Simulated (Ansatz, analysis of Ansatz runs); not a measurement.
# How often does Li try the jump in CsLiBr2 (P4/nmm)?

Aim: the prefactor of a hop in CsLiBr2 (P4/nmm) (V_Li hop (4.0 Å), charge −1) from the modes of the moving atom at the start and at the top of a path found beforehand. Model: a cell of 64 host atoms with 1 Li taken out.

Program: Ansatz 0.2.0. Level of theory: plane-wave PAW DFT, PBEsol; finite-difference force constants of the moving atom alone. Results are calculated unless marked as measured.

**1. The structure**

The cell holds 63 atoms: 16 Cs, 15 Li and 32 Br. Its edges and angles: a = 14.446 Å, b = 14.446 Å, c = 9.811 Å, α = 90.0°, β = 90.0°, γ = 90.0°. It derives from CsLiBr2 (space group P4/nmm). Nearest the centre at fractional (0.250, 0.375, 0.001): Br13 at 1.87 Å, Br31 at 1.88 Å, Li5 at 1.94 Å, Cs2 at 3.18 Å, Cs3 at 3.34 Å, Br10 at 3.78 Å, Br14 at 4.06 Å, Br28 at 4.06 Å. The cell carries charge −1.

The cell's shortest repeat is 9.8 Å.

**2. Vibrations of the moving atom at the start point**

Harmonic transition-state theory takes the prefactor from the modes at the minimum and at the top. Only the moving atom is displaced, by 0.02 Å, which takes six displaced runs and a reference; the host's atoms are held.

The input, qm1.start.modes/input.yaml:

```yaml
crystal:
  lattice:
    - [10.21487051, 10.21487051, 0.0]
    - [-10.21487051, 10.21487051, 0.0]
    - [0.0, 0.0, 9.8110832]
  atoms:
    - { symbol: Cs, position: [0.12676009, 0.12705075, 0.29903111] }
    - { symbol: Cs, position: [0.37495604, 0.37516795, 0.26797827] }
    - { symbol: Cs, position: [0.13678181, 0.37516149, 0.70374955] }
    - { symbol: Cs, position: [0.37487468, 0.1369353, 0.70368191] }
    - { symbol: Li, position: [0.12827436, 0.37522163, 0.08368352] }
    - { symbol: Li, position: [0.37490947, 0.1284927, 0.08365848] }
    - { symbol: Li, position: [0.12657068, 0.12687055, 0.91877296] }
    - { symbol: Br, position: [0.12389579, 0.12419633, 0.66481656] }
    - { symbol: Br, position: [0.37493447, 0.37512513, 0.62379741] }
    - { symbol: Br, position: [0.12208119, 0.37522601, 0.33660358] }
    - { symbol: Br, position: [0.37491795, 0.12228741, 0.33658112] }
    - { symbol: Br, position: [-0.00019917, 6.459e-05, 0.00129226] }
    - { symbol: Br, position: [0.24508163, 0.245375, 0.0056998] }
    - { symbol: Br, position: [-0.00182162, 0.25042387, -0.0008732] }
    - { symbol: Br, position: [0.25016318, -0.00152986, -0.00099705] }
    - { symbol: Cs, position: [0.1268255, 0.6233649, 0.29903924] }
    - { symbol: Cs, position: [0.37490812, 0.87518082, 0.2977942] }
    - { symbol: Cs, position: [0.12679344, 0.87514831, 0.70193318] }
    - { symbol: Cs, position: [0.37493669, 0.61329102, 0.70372235] }
    - { symbol: Li, position: [0.12642057, 0.87521388, 0.08380855] }
    - { symbol: Li, position: [0.37499061, 0.62189699, 0.08366528] }
    - { symbol: Li, position: [0.12662621, 0.62345892, 0.91878072] }
    - { symbol: Li, position: [0.37485502, 0.87513655, 0.91393131] }
    - { symbol: Br, position: [0.12398073, 0.62610068, 0.66482839] }
    - { symbol: Br, position: [0.37483806, 0.8751499, 0.66187591] }
    - { symbol: Br, position: [0.12427948, 0.87522987, 0.33668438] }
    - { symbol: Br, position: [0.37499794, 0.62808884, 0.33658976] }
    - { symbol: Br, position: [-0.00177694, 0.49984392, -0.00104742] }
    - { symbol: Br, position: [0.25017077, 0.7519443, -0.00089483] }
    - { symbol: Br, position: [-0.00014574, 0.75020809, 0.00135594] }
    - { symbol: Br, position: [0.24515434, 0.50503336, 0.00572495] }
    - { symbol: Cs, position: [0.62305993, 0.12695385, 0.29900193] }
    - { symbol: Cs, position: [0.87496836, 0.37509602, 0.29780018] }
    - { symbol: Cs, position: [0.61310845, 0.375072, 0.70365939] }
    - { symbol: Cs, position: [0.87486172, 0.12700514, 0.70191234] }
    - { symbol: Li, position: [0.62167124, 0.37512614, 0.08362328] }
    - { symbol: Li, position: [0.87491924, 0.12663948, 0.08378259] }
    - { symbol: Li, position: [0.62316152, 0.12677539, 0.91874085] }
    - { symbol: Li, position: [0.87491962, 0.37508124, 0.91391814] }
    - { symbol: Br, position: [0.62579688, 0.12409637, 0.66478676] }
    - { symbol: Br, position: [0.87491161, 0.37506316, 0.66187377] }
    - { symbol: Br, position: [0.6278825, 0.37510251, 0.33653826] }
    - { symbol: Br, position: [0.8749032, 0.12448736, 0.33666109] }
    - { symbol: Br, position: [0.49958551, -0.00163464, -0.00094642] }
    - { symbol: Br, position: [0.75165058, 0.25033568, -0.00107779] }
    - { symbol: Br, position: [0.50473726, 0.24531187, 0.00567703] }
    - { symbol: Br, position: [0.74994108, 1.944e-05, 0.00133882] }
    - { symbol: Cs, position: [0.62312096, 0.62324686, 0.29900119] }
    - { symbol: Cs, position: [0.87490896, 0.87511967, 0.2992341] }
    - { symbol: Cs, position: [0.62292735, 0.87505557, 0.70189167] }
    - { symbol: Cs, position: [0.87492454, 0.62314714, 0.70188558] }
    - { symbol: Li, position: [0.62340295, 0.8751197, 0.08377506] }
    - { symbol: Li, position: [0.87497776, 0.62360863, 0.08378097] }
    - { symbol: Li, position: [0.62322498, 0.62337334, 0.91874119] }
    - { symbol: Li, position: [0.87485235, 0.87507645, 0.91729405] }
    - { symbol: Br, position: [0.62585651, 0.6259874, 0.66478856] }
    - { symbol: Br, position: [0.87484471, 0.87505594, 0.66465882] }
    - { symbol: Br, position: [0.62553854, 0.87510459, 0.33664807] }
    - { symbol: Br, position: [0.8749769, 0.62574634, 0.33664813] }
    - { symbol: Br, position: [0.50477203, 0.50492874, 0.0057015] }
    - { symbol: Br, position: [0.74996005, 0.75012009, 0.00134853] }
    - { symbol: Br, position: [0.49964468, 0.75186963, -0.00108487] }
    - { symbol: Br, position: [0.75172301, 0.4998055, -0.00098919] }
  symmetry: { detect: false }
total_charge: -1
basis:
  ecutwfc: 420
  xc_grid: 2
hamiltonian:
  xc: pbesol
kpoints:
  mp_grid: { grid: [1, 1, 1], shift: [0.25, 0.25, 0.25] }
scf:
  occupations: { method: fixed }
  max_iter: 100
phonons:
  supercell: [1, 1, 1]
  displaced_sites: [4]
  amplitude: 0.02
```

Command:

```console
> ansatz run input.yaml --threads 32 --pin off --max-ram 84787MiB --backend cuda --events-out ev --progress --plain --runs-dir out --max-vram 78GiB
```

Numbers of over 12 decimals in the logs are rounded to 6 here.

What it wrote:

```text
Engine: ansatz 0.2.0, aarch64-unknown-linux-gnu
[...]
Pseudopotential: Cs, paw, valence charge 9, recommended cutoff 420 eV (normal), Cs.paw.azcp
Pseudopotential: Li, paw, valence charge 3, recommended cutoff 420 eV (normal), Li.paw.azcp
Pseudopotential: Br, paw, valence charge 7, recommended cutoff 420 eV (normal), Br.paw.azcp
Functional definition: PBEsol
[...]
Crystal: 63 atoms, lattice volume = 2047.447 Å³
Basis set: ecut = 420 eV, 39949 PW (Γ), exchange–correlation on 200×200×144 points (8 copies of the dense FFT grid, shifted against one another)
Bands: 270, of which v1, the nominal top of the filled ones, is band 207 counted from 1 (206 counted from 0)
[...]
k-points: 1
[...]
Functional: x = pbesol(κ = 0.804, μ = 0.123457), c = pbesol(β = 0.046)
SCF iter   1: F=—  HF=-180086.359531 eV  |F-HF|=—  |Δ(HF+E_count)|=         —  Δρ=2.46e-3  dr2=1.88e-1  ethr=1.77e-3  ⟨swp⟩=6.0  Hψ=1007  notcnv=0  defer=60
[...]
SCF iter   2: F=—  HF=-180086.301459 eV  |F-HF|=—  |Δ(HF+E_count)|=   5.81e-2  Δρ=1.19e-3  dr2=4.06e-2  ethr=4.55e-5  ⟨swp⟩=3.0  Hψ=485  notcnv=0  defer=61
[...]
SCF 1 converged in 9 iterations: F = -180086.299244 eV  dr2 = 1.94e-10
[...]
SCF iter   7: F=-180086.298973 eV  HF=-180086.298973 eV  |F-HF|=2.91e-11  |Δ(HF+E_count)|=  1.16e-10  Δρ=2.61e-8  dr2=2.94e-11  ethr=1.00e-12  ⟨swp⟩=4.0  Hψ=869  notcnv=0
[...]
SCF iter   5: F=-180086.298976 eV  HF=-180086.298976 eV  |F-HF|=0.00e0  |Δ(HF+E_count)|=  8.73e-10  Δρ=4.11e-8  dr2=2.93e-11  ethr=1.00e-12  ⟨swp⟩=4.0  Hψ=863  notcnv=0
[...]
SCF 7 converged in 5 iterations: F = -180086.298691 eV  dr2 = 3.85e-11
SCF converged after 9 iterations
[...]
--- Band table (eV) ---
[...]
--- Phonons: 6 displaced members + reference (amplitude 0.02 Å, Σ member SCF iterations 36) ---
  symmetry images taken by strict's conditions (phonons.symmetry_images: auto; settled by no image being taken that strict refuses)
  force constants formed among 1 of 63 sites (Li 4); the other 62 at rest. The modes move the named sites alone.
  the frequencies, the zero-point energy and the sums are of the block with the acoustic sum rule laid on its rows. Row sums over every site: 1.7e-4 eV/Å² at the most
  transpose residual: 2.1e-5 eV/Å²
  largest component of a force at the reference: 1.3e-3 eV/Å on a named site, 1.2e-2 eV/Å on a site at rest
  frequencies among the named sites at Γ of the cell (cm⁻¹): 225.45 232.79 325.31
  unstable modes among the named sites: 0
  frequencies as built, with no sum rule (cm⁻¹): 225.45 232.79 325.32
  zero-point energy: 0.048574 eV/cell   skipped modes (ω ≤ 0): 0
  not written: the harmonic force-constant file, the file of eigenvectors (these modes' are written with the force constants), the density of states and the dispersion, which are of every site
[...]
```

The job ended after 3.2 s (1 × NVIDIA GB200 with 32 threads of Arm Neoverse V2, shared host; peak memory 2.4 GiB).

Reading the cycles: dr2 is the Hartree energy of the density residual (eV), the measure of convergence; HF is the Harris–Foulkes estimate of the energy, which meets the free energy F at convergence.

Read from the output:

```yaml
free_energy: -180086.2992 eV
frequencies_of_moving_atom: 225.4, 232.8, 325.3 cm⁻¹ (negative: imaginary)
```

The three modes are 225, 233 and 325 cm⁻¹: all real, a minimum for this atom with the others held.

**3. Vibrations of the moving atom at the top of the path**

The same at the top, where the mode along the path should be imaginary.

The input, qm1.top.modes/input.yaml:

```yaml
crystal:
  lattice:
    - [10.21487051, 10.21487051, 0.0]
    - [-10.21487051, 10.21487051, 0.0]
    - [0.0, 0.0, 9.8110832]
  atoms:
    - { symbol: Cs, position: [0.12735598, 0.13229486, 0.28727667] }
    - { symbol: Cs, position: [0.40544959, 0.37482533, 0.34162358] }
    - { symbol: Cs, position: [0.13045832, 0.37518633, 0.70609277] }
[... 1 atom line left out ...]
    - { symbol: Li, position: [0.28940829, 0.37542216, 0.04625802] }
    - { symbol: Li, position: [0.37607163, 0.12421008, 0.0856589] }
[... 2 atom lines left out ...]
    - { symbol: Br, position: [0.37851215, 0.37499728, 0.68145133] }
    - { symbol: Br, position: [0.16352911, 0.37531024, 0.32062446] }
[... 2 atom lines left out ...]
    - { symbol: Br, position: [0.24723371, 0.22772013, -0.01967165] }
    - { symbol: Br, position: [-0.00616468, 0.24586504, -0.01497179] }
[... 6 atom lines left out ...]
    - { symbol: Li, position: [0.37567871, 0.62589729, 0.08539258] }
[... 9 atom lines left out ...]
    - { symbol: Br, position: [0.24664211, 0.52268468, -0.02053709] }
[... 14 atom lines left out ...]
    - { symbol: Br, position: [0.50179665, 0.24860995, 0.03201589] }
[... 13 atom lines left out ...]
    - { symbol: Br, position: [0.50094004, 0.5008673, 0.03210908] }
[... 2 atom lines left out ...]
    - { symbol: Br, position: [0.74749626, 0.49914297, -0.0036052] }
  symmetry: { detect: false }
total_charge: -1
basis:
  ecutwfc: 420
  xc_grid: 2
hamiltonian:
  xc: pbesol
kpoints:
  mp_grid: { grid: [1, 1, 1], shift: [0.25, 0.25, 0.25] }
scf:
  occupations: { method: fixed }
  max_iter: 100
phonons:
  supercell: [1, 1, 1]
  displaced_sites: [4]
  amplitude: 0.02
```

What it wrote:

```text
[...]
Crystal: 63 atoms, lattice volume = 2047.447 Å³
Basis set: ecut = 420 eV, 39949 PW (Γ), exchange–correlation on 200×200×144 points (8 copies of the dense FFT grid, shifted against one another)
Bands: 270, of which v1, the nominal top of the filled ones, is band 207 counted from 1 (206 counted from 0)
[...]
k-points: 1
[...]
SCF iter   1: F=—  HF=-180085.425974 eV  |F-HF|=—  |Δ(HF+E_count)|=         —  Δρ=2.45e-3  dr2=1.86e-1  ethr=1.77e-3  ⟨swp⟩=7.0  Hψ=1002  notcnv=0  defer=60
[...]
SCF iter   2: F=—  HF=-180085.363702 eV  |F-HF|=—  |Δ(HF+E_count)|=   6.23e-2  Δρ=1.19e-3  dr2=4.04e-2  ethr=4.49e-5  ⟨swp⟩=4.0  Hψ=489  notcnv=0  defer=61
[...]
SCF 1 converged in 9 iterations: F = -180085.361641 eV  dr2 = 2.03e-10
[...]
SCF iter   7: F=-180085.361026 eV  HF=-180085.361026 eV  |F-HF|=2.91e-11  |Δ(HF+E_count)|=  5.82e-10  Δρ=2.81e-8  dr2=3.56e-11  ethr=1.00e-12  ⟨swp⟩=4.0  Hψ=875  notcnv=0
[...]
SCF iter   5: F=-180085.360889 eV  HF=-180085.360889 eV  |F-HF|=2.91e-11  |Δ(HF+E_count)|=  7.28e-10  Δρ=4.38e-8  dr2=3.90e-11  ethr=1.00e-12  ⟨swp⟩=4.0  Hψ=863  notcnv=0
[...]
SCF 7 converged in 5 iterations: F = -180085.361403 eV  dr2 = 4.88e-11
SCF converged after 9 iterations
[...]
--- Band table (eV) ---
[...]
transpose residual: 4.7e-4 eV/Å²
[...]
frequencies among the named sites at Γ of the cell (cm⁻¹): -203.48 257.87 512.53
  unstable modes among the named sites: 1
  frequencies as built, with no sum rule (cm⁻¹): -203.48 257.87 512.53
  zero-point energy: 0.047759 eV/cell   skipped modes (ω ≤ 0): 1, of them read as no rigid motion or as one in doubt: 1 (1.000e0 modes/cell left out, lowest -203.48 cm⁻¹)
[...]
```

Elapsed: 3.3 s, on 1 × NVIDIA GB200 with 32 threads; peak memory 2.4 GiB; 16 s of CPU time.

Read from the output:

```
free energy                : -180085.3616 eV
frequencies of moving atom : -203.5, 257.9, 512.5 cm⁻¹ (negative: imaginary)
```

The three modes are 203i, 258 and 513 cm⁻¹: one imaginary, a saddle of first order for this atom with the others held.

**4. Attempt frequency and hop rate**

Analysis of the runs above: harmonic transition-state theory from the moving atom's modes alone (Vineyard), PBEsol.

It gives:

- attempt frequency: 3.873 THz

The hop rate by temperature:

```tsv
temperature (K)	hop rate (1/s)
200	9.2e-12
300	6.9e-4
400	5.95
600	51582
800	4.8e6
1000	7.3e7
```

**5. Outcome**

- attempt frequency (attempt frequency and hop rate): 3.87 THz

**Reading.** The attempt frequency, the product of the three frequencies at the start over that of the two real ones at the top (Vineyard), is 3.9 THz. With the barrier of 0.94 eV it gives 5.2e+04 hops a second at 600 K along this one path; equivalent neighbouring sites multiply that. The host's atoms were held, though they move along the path too, so the prefactor is rough. Limits: one k-point off the zone centre stands for the whole zone; spin–orbit coupling, which can matter with heavy atoms, is left out.

[Logs are printed without paths, hosts, clocks, repeated set-up lines and the standing remarks that a program may print on its own settings, such as how far it seeks lower states.]

[Hosts, paths, dates, database ids (printed as entryN), source tags and the programs' standing remarks are cut or masked in the printed files.]
